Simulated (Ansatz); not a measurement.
Planning a run of Ansatz 0.2.0 on Ga2O3 (C2/m). The input:

```yaml
crystal:
  lattice:
    - [6.107, -1.51855, 0.0]
    - [6.107, 1.51855, 0.0]
    - [-1.3859888959, 0.0, 5.630008738]
  atoms:
    - { symbol: Ga, position: [0.0905, 0.0905, 0.7946] }
    - { symbol: Ga, position: [0.9095, 0.9095, 0.2054] }
    - { symbol: Ga, position: [0.65866, 0.65866, 0.31402] }
    - { symbol: Ga, position: [0.34134, 0.34134, 0.68598] }
    - { symbol: O, position: [0.1645, 0.1645, 0.1098] }
    - { symbol: O, position: [0.8355, 0.8355, 0.8902] }
    - { symbol: O, position: [0.1733, 0.1733, 0.5632] }
    - { symbol: O, position: [0.8267, 0.8267, 0.4368] }
    - { symbol: O, position: [0.4959, 0.4959, 0.2566] }
    - { symbol: O, position: [0.5041, 0.5041, 0.7434] }
kpoints:
  mp_grid: { grid: [4, 4, 2] }
hamiltonian:
  xc: pbe
  pseudopotentials: { kind: paw, azcp: { folder: soft_1 } }
scf:
  occupations: { method: fixed }
gw:
  n_empty_bands: 435
  ecut_chi: 150.0
  qp_bands: [v3, c3]
  qp_kpoints: band_edges
  screening: { model: contour_deformation }
```

```sh
ansatz run input.yaml --threads 2 --pin off --max-ram 73728MiB --backend cuda --events-out ev --progress --plain --runs-dir out --devices 1 --max-vram 13GiB
```

Q: Estimate wall time and host memory on 1 × NVIDIA H100 80GB HBM3 (shared by 6 runs) with 2 threads of AMD EPYC 7R13 (Zen 3), shared host.

It took 24 s; on shared hardware allow 12 s to 48 s. Peak host memory was 1.8 GiB. The sizes that set the cost: 2037 plane waves a state, 14 irreducible k points, 479 bands summed, 435 plane waves in the screening and 10 SCF cycles.

The screening grows as filled bands × empty bands × pairs of k points, times the square of the screening basis for the matrix.

[Paths, hosts, dates, memory and timing lines, banners, echoed tables and standing remarks are left out of the program output.]

[Logs are printed without paths, hosts, clocks, repeated set-up lines and the standing remarks that a program may print on its own settings, such as how far it seeks lower states.]

[Runs of the session that timed out or met a known fault of the program may be left out.]

[Cells called generated may have been cut or substituted from an entry of the Crystallography Open Database or the Materials Project.]

[Hosts, paths, dates, database ids (printed as entryN), source tags and the programs' standing remarks are cut or masked in the printed files.]
